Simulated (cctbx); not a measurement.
# Resonant diffraction in Ho2Lu3Ti3

Space group P6_3/mcm (no. 193), a = 8.3400 Å, b = 8.3400 Å, c = 6.2090 Å, α = 90.00°, β = 90.00°, γ = 120.00°.

| atom | mult. | x | y | z | Ueq (Å²) |
| --- | --- | --- | --- | --- | --- |
| Lu1 | 6 | 0 | 0.7635 | 3/4 | 0.0041 |
| Ho1 | 4 | 2/3 | 1/3 | 1/2 | 0.0046 |
| Ti1 | 6 | 0 | 0.4005 | 3/4 | 0.0064 |

The model was made for the exercise: a known structure type with other elements put in, its volume estimated, not relaxed; displacement parameters are assumed.

Calculated with cctbx: free-atom f′ and f″ from the Sasaki tables, no fine structure; amplitudes in electrons.

```csv
E (eV),F 1 2 2,F 0 1 0,F 0 2 0,F 0 1 2
7471,34.0,8.2,156.6,205.5
7821,36.6,10.7,151.6,200.4
7951,39.2,13.3,148.0,196.7
8011,41.8,16.0,144.8,193.6
8041,44.6,18.8,141.8,190.5
8056,47.3,21.6,138.8,187.6
8063,49.8,24.2,136.2,185.0
8067,52.5,26.9,133.5,182.3
8075,54.5,30.8,133.9,182.6
8079,51.1,27.7,137.3,186.0
8086,48.2,25.0,140.1,188.8
8101,45.1,22.2,143.2,191.8
8131,42.0,19.5,146.1,194.7
8221,37.7,16.0,149.5,198.1
8471,33.0,12.5,151.4,199.8
```

**Question.** Which edge is crossed, and why do the reflections move as they do?

The L3 edge of Ho. The edge is at 8071 eV. f′ of Ho falls from -11.9 e at 7951 eV to -19.0 e at 4 eV below it, and f″ steps from 3.69 to 10.57 e across it. Over that approach |F| changes by +34 % (1 2 2), +102 % (0 1 0), -10 % (0 2 0) and -7 % (0 1 2): a reflection falls where Ho scatters in phase with the total and rises where it scatters against it; it hardly moves where the Ho term is small or cancels by symmetry. Above the edge the larger f″ enters the imaginary part, where it can add to or cancel the other atoms' f″. The structure is centrosymmetric, so Friedel mates stay equal.

[Logs are printed without paths, hosts, clocks, repeated set-up lines and the standing remarks that a program may print on its own settings, such as how far it seeks lower states.]
